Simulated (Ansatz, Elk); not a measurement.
# How far do independent atoms describe CdBrCl?

Structure refinements treat a crystal as free atoms side by side. For a made-up structure of CdBrCl (cell and positions from a PBE relaxation) the runs below show what the calculated density changes in F(hkl).

Program: Elk 11.2.3 (patched build). Level of theory: DFT, PBE, all-electron APW+lo, Dirac cores, scalar-relativistic bands, static density, no spin. Results are calculated unless marked as measured.

The structure was built from a prototype and need not be the compound's stable phase.

### Step 1. Starting point

The structure is tetragonal, space group P4/nmm (No. 129). The conventional cell has a = 5.164 Å, b = 5.164 Å, c = 6.317 Å, α = 90.00°, β = 90.00°, γ = 90.00°. Nearest to Cd lie 1 Cl at 2.37 Å and 4 Br at 2.90 Å. Br has 4 Cd at 2.90 Å nearest. Nearest to Cl lie 1 Cd at 2.37 Å. Farther neighbours and most contacts between anions are not listed.

### Step 2. Ground state and structure factors

An all-electron density is needed, since X-rays see the cores too. Task 0 finds the density and task 195 Fourier-transforms it; tshift is off so that phases refer to the origin typed.

Input file elk.in:

```
tasks
  0
  195

xctype
  20

spinpol
  .false.

rgkmax
  7.0

gmaxvr
  14.0

lmaxo
  7

lmaxapw
  8

swidth
  0.002

tshift
  .false.

ramdisk
  .false.

hmaxvr
  5.5

maxscl
  120

epspot
  1e-06

sppath
  './'

avec
  9.75855784787 -0.00000000000 0.00000000000
  -0.00000000000 9.75855784787 0.00000000000
  0.00000000000 0.00000000000 11.93650332450

atoms
  3
  'Cd.in'
  2
  -0.0000000000 0.5000000000 0.7924281960   0.000000 0.000000 0.000000
  0.5000000000 -0.0000000000 0.2075718040   0.000000 0.000000 0.000000
  'Br.in'
  2
  0.5000000000 0.5000000000 0.0000000000   0.000000 0.000000 0.000000
  0.0000000000 -0.0000000000 0.0000000000   0.000000 0.000000 0.000000
  'Cl.in'
  2
  0.0000000000 0.5000000000 0.4165402308   0.000000 0.000000 0.000000
  0.5000000000 0.0000000000 0.5834597692   0.000000 0.000000 0.000000

ngridk
  5 5 4
```

The run is started by

```console
$ OMP_NUM_THREADS=4 elk
```

Numbers of over 12 decimals in the logs are rounded to 6 here.

Log:

```text
┌─────────────────────────┐
│ Elk code version 11.2.3 │
└─────────────────────────┘

All units are atomic (Hartree, Bohr, etc.)

┌─────────────────────────────────────────────────┐
│ Ground-state run starting from atomic densities │
└─────────────────────────────────────────────────┘

Lattice vectors :
   9.758557848      -0.000000000       0.000000000
  -0.000000000       9.758557848       0.000000000
   0.000000000       0.000000000       11.93650332

Reciprocal lattice vectors :
  0.6438641247       0.000000000      -0.000000000
   0.000000000      0.6438641247      -0.000000000
  -0.000000000      -0.000000000      0.5263840789

Unit cell volume      :    1136.706662
Brillouin zone volume :   0.2182183160

Muffin-tin inner radius fraction :   0.1000000000E-01

Nuclei treated as point charges

Species : 1 (Cd)
 parameters loaded from : Cd.in
 name : cadmium
 nuclear charge    :   -48.00000000
 electronic charge :    48.00000000
 atomic mass :    204912.7176
 muffin-tin radius :    2.403260138
 number of radial points in muffin-tin :   1193
 inner part over the whole radius :   0.9931945047E-02
 number on inner part of muffin-tin    :    848
 approximate nuclear radius :   0.8708852602E-04
 number of mesh points to nuclear radius :    428
 atomic positions (lattice), magnetic fields (Cartesian) :
  1 :   0.00000000  0.50000000 -0.20757180    0.00000000  0.00000000  0.00000000
  2 :   0.50000000  0.00000000  0.20757180    0.00000000  0.00000000  0.00000000

Species : 2 (Br)
 parameters loaded from : Br.in
 name : bromine
 nuclear charge    :   -35.00000000
 electronic charge :    35.00000000
 atomic mass :    145656.0816
 muffin-tin radius :    2.400000000
 number of radial points in muffin-tin :    993
 inner part over the whole radius :   0.9934012010E-02
 number on inner part of muffin-tin    :    703
 approximate nuclear radius :   0.7858070945E-04
 number of mesh points to nuclear radius :    344
 atomic positions (lattice), magnetic fields (Cartesian) :
  1 :   0.50000000  0.50000000  0.00000000    0.00000000  0.00000000  0.00000000
  2 :   0.00000000  0.00000000  0.00000000    0.00000000  0.00000000  0.00000000

Species : 3 (Cl)
 parameters loaded from : Cl.in
 name : chlorine
 nuclear charge    :   -17.00000000
 electronic charge :    17.00000000
 atomic mass :    64626.86550
 muffin-tin radius :    2.033527809
 number of radial points in muffin-tin :    793
 inner part over the whole radius :   0.9844610636E-02
 number on inner part of muffin-tin    :    553
 approximate nuclear radius :   0.6305718926E-04
 number of mesh points to nuclear radius :    254
 atomic positions (lattice), magnetic fields (Cartesian) :
  1 :   0.00000000  0.50000000  0.41654023    0.00000000  0.00000000  0.00000000
  2 :   0.50000000  0.00000000 -0.41654023    0.00000000  0.00000000  0.00000000

Total number of atoms per unit cell :    6
Total muffin-tin volume :    302.5439831
 ratio of muffin-tin to unit cell volume :   0.2661583620

Spin treatment :
 spin-unpolarised

Number of Bravais lattice symmetries :   16
Number of crystal symmetries         :   16
Crystal has no inversion symmetry
Complex Hermitian eigensolver will be used

k-point grid :      5     5     4
k-point offset :    0.000000000       0.000000000       0.000000000
k-point set is reduced with full crystal symmetry group
Total number of k-points :       18

Muffin-tin radius times maximum |G+k| :    7.000000000
 using average radius
Maximum |G+k| for APW functions       :    3.071617866
Maximum (1/2)|G+k|²                   :    4.717418157
Maximum |G| for potential and density :    14.00000000
Constant for pseudocharge density :    8
 order of it for each species :   15  15  15
 order of it for pair densities of each species (exact exchange by exxq0 0: 16) :   11  11   7
Radial integration step length :    1

G-vector grid sizes :     45    45    54
Number of G-vectors :    52693

Maximum angular momentum used for
 APW functions            :    8
 outer part of muffin-tin :    7
[...]
exchange                    :     -540.53129518662
 correlation                 :     -9.903301
 electron entropic           :    -0.49037214142902E-10
 total energy                :     -17330.359360251

Density of states at Fermi energy :   0.6157410436E-06
 (states/Hartree/unit cell)

Estimated indirect band gap :   0.7446709601E-01
 from k-point 6 to k-point 1
Estimated direct band gap   :   0.8950045767E-01
 at k-point 1

Charges :
 core                        :    116.0000000
 valence                     :    84.00000000
 interstitial                :    10.52549950
 muffin-tins (core leakage)
  species : 1 (Cd)
[...]
species : 2 (Br)
[...]
species : 3 (Cl)
[...]
total in muffin-tins        :    189.4745005
 total calculated charge     :    199.9978164
 total charge                :    200.0000000
 error                       :   0.2183610714E-02

RMS change in Kohn-Sham potential (target) :   0.2575363728     (  0.1000000000E-05)
Absolute change in total energy (target)   :   0.6478512064     (  0.1000000000E-03)

[... loops 3 to 14 left out ...]

┌──────────────────┐
│ Loop number : 15 │
└──────────────────┘

Energies :
 Fermi                       :     0.64012701091308E-01
 sum of occupied eigenvalues :     -10284.259825717
 electron kinetic            :      18007.207428909
 core electron kinetic       :      17124.270976820
 Coulomb                     :     -34785.229373339
 Coulomb potential           :     -27574.466609902
 nuclear-nuclear             :     -1664.4618954710
 electron-nuclear            :     -38697.445405235
 Hartree                     :      5576.6779273672
 Madelung                    :     -20997.996068388
 xc potential                :     -717.00064472442
 exchange                    :     -540.55938709332
 correlation                 :     -9.907214
 electron entropic           :    -0.11935769535185E-06
 total energy                :     -17328.488546021

Density of states at Fermi energy :   0.2497389706E-02
 (states/Hartree/unit cell)

Estimated indirect band gap :   0.4155018249E-01
 from k-point 6 to k-point 1
Estimated direct band gap   :   0.4564694340E-01
 at k-point 1

Charges :
 core                        :    116.0000000
 valence                     :    84.00000000
 interstitial                :    10.59474638
 muffin-tins (core leakage)
  species : 1 (Cd)
[...]
species : 2 (Br)
[...]
species : 3 (Cl)
[...]
total in muffin-tins        :    189.4052536
 total calculated charge     :    199.9979282
 total charge                :    200.0000000
 error                       :   0.2071842518E-02

RMS change in Kohn-Sham potential (target) :   0.1422295818E-06 (  0.1000000000E-05)
Absolute change in total energy (target)   :   0.9535213394E-04 (  0.1000000000E-03)

Convergence targets achieved

┌──────────────────┐
│ Loop number : 16 │
└──────────────────┘

Energies :
 Fermi                       :     0.64012723689291E-01
 sum of occupied eigenvalues :     -10284.259814387
 electron kinetic            :      18007.207442576
 core electron kinetic       :      17124.270985821
 Coulomb                     :     -34785.229375006
 Coulomb potential           :     -27574.466609054
 nuclear-nuclear             :     -1664.4618954710
 electron-nuclear            :     -38697.445407971
 Hartree                     :      5576.6779284360
 Madelung                    :     -20997.996070479
 xc potential                :     -717.00064790895
 exchange                    :     -540.55938699641
 correlation                 :     -9.907214
 electron entropic           :    -0.11936061596509E-06
 total energy                :     -17328.488533954

Density of states at Fermi energy :   0.2497456463E-02
 (states/Hartree/unit cell)

Estimated indirect band gap :   0.4155007346E-01
 from k-point 6 to k-point 1
Estimated direct band gap   :   0.4564684116E-01
 at k-point 1

Charges :
 core                        :    116.0000000
 valence                     :    84.00000000
 interstitial                :    10.59474621
 muffin-tins (core leakage)
  species : 1 (Cd)
[...]
species : 2 (Br)
[...]
atom 2                    :    33.47096006     (  0.2277254883E-04)
  species : 3 (Cl)
   atom 1                    :    15.15031161     (  0.5296991401E-04)
   atom 2                    :    15.15031161     (  0.5296991401E-04)
 total in muffin-tins        :    189.4052538
 total calculated charge     :    199.9979282
 total charge                :    200.0000000
 error                       :   0.2071842700E-02

┌──────────────────────────────┐
│ Self-consistent loop stopped │
└──────────────────────────────┘

Warning : core states of species 1 leak from the muffin-tin :   0.6846827856E-03

Wrote STATE.OUT
```

It took 73 s on 4 threads of Arm Neoverse V1, shared host; peak memory 0.28 GiB; 3.3 min of CPU time.

SFACRHO.OUT:

```text

h k l indices transformed by vhmat matrix:
   1.000000000       0.000000000       0.000000000    
   0.000000000       1.000000000       0.000000000    
   0.000000000       0.000000000       1.000000000    

      h      k      l  multipl.   |H|            Re(F)            Im(F)           |F|

      0      0      0      1   0.0000000       200.00000      0.10764907E-15   200.00000    
      0      0      1      2  0.52638408       62.971269      0.69015511E-14   62.971269    
      1      0      0      4  0.64386412       0.0000000      0.10588333E-13  0.10588333E-13
      0      1      1      4  0.83164969     -0.23662461E-13   68.792220       68.792220    
      1      0      1      4  0.83164969      0.17746846E-13  -68.792220       68.792220    
     -1     -1      0      4  0.91056138      -51.797854     -0.58996056E-14   51.797854    
      1     -1     -1      8   1.0517615       61.163026      0.78874869E-14   61.163026    
      0      0      2      2   1.0527682       2.0325910     -0.46338986E-13   2.0325910    
      1      0     -2      4   1.2340510      0.49296793E-13   62.179322       62.179322    
      0      1     -2      4   1.2340510     -0.12817166E-13  -62.179322       62.179322    
     -2      0      0      4   1.2877282       159.11215      0.19345170E-13   159.11215    
     -2      0     -1      4   1.3911593       54.502953     -0.39437435E-14   54.502953    
      0      2     -1      4   1.3911593       54.502953     -0.20704653E-13   54.502953    
     -1     -1     -2      8   1.3919205       108.93893     -0.31549948E-13   108.93893    
      2     -1      0      8   1.4397240       0.0000000     -0.14718062E-13  0.14718062E-13
      2      1      1      8   1.5329335     -0.16760910E-13   60.444532       60.444532    
      1     -2      1      8   1.5329335      0.32535884E-13  -60.444532       60.444532    
      0      0     -3      2   1.5791522     -0.38907163      0.47324922E-13  0.38907163
```

Elk indexes on the primitive cell of elk.in and gives |H| = 4π sin θ/λ in inverse bohr. Below, one row stands for each form hkl of the conventional cell (m members, Friedel mates merged), F is for one primitive cell and the density is static (no thermal factor). Free-atom factors are Waasmaier and Kirfel's, and R is Σm||F|−|F'||/Σm|F|.

```
hkl   m  sin θ/λ (Å⁻¹)  abs F, DFT  neutral atoms   diff.  abs of complex diff.     ions   diff.
001   2          0.079      62.971         63.393  -0.421                 0.421   62.813  +0.159
100   4          0.097       0.000          0.000  +0.000                 0.000    0.000  +0.000
101   8          0.125      68.792         69.266  -0.474                 0.474   67.967  +0.825
110   4          0.137      51.798         52.011  -0.213                 0.213   51.378  +0.420
111   8          0.158      61.163         60.631  +0.532                 0.532   61.014  +0.149
002   2          0.158       2.033          1.308  +0.724                 0.724    1.849  +0.184
102   8          0.186      62.179         62.008  +0.171                 0.171   62.011  +0.169
200   4          0.194     159.112        159.045  +0.067                 0.067  158.981  +0.131
201   8          0.209      54.503         54.605  -0.102                 0.102   54.568  -0.065
112   8          0.209     108.939        109.078  -0.139                 0.139  109.079  -0.140
210   8          0.216       0.000          0.000  +0.000                 0.000    0.000  +0.000
211  16          0.231      60.444         60.491  -0.046                 0.046   60.688  -0.244
003   2          0.237       0.389          0.320  +0.069                 0.069    0.552  -0.163
202   8          0.250       0.121          0.091  +0.030                 0.030    0.408  -0.287
103   8          0.257      70.592         70.633  -0.041                 0.041   70.672  -0.080
212  16          0.268      53.089         53.264  -0.176                 0.176   53.277  -0.188
220   4          0.274     138.835        139.054  -0.219                 0.219  139.054  -0.219
113   8          0.274      99.078         99.173  -0.095                 0.095   99.220  -0.142
221   8          0.285      49.497         49.614  -0.117                 0.117   49.662  -0.166
300   4          0.290       0.000          0.000  +0.000                 0.000    0.000  +0.000
301   8          0.301      54.693         54.473  +0.220                 0.220   54.690  +0.003
310   8          0.306      37.496         37.459  +0.037                 0.037   37.612  -0.115
```

The ions are Cd2+, Br− and Cl−, by formal charge.

[end of part 1 of 2]

[Logs are printed without paths, hosts, clocks, repeated set-up lines and the standing remarks that a program may print on its own settings, such as how far it seeks lower states.]

[Hosts, paths, dates, database ids (printed as entryN), source tags and the programs' standing remarks are cut or masked in the printed files.]
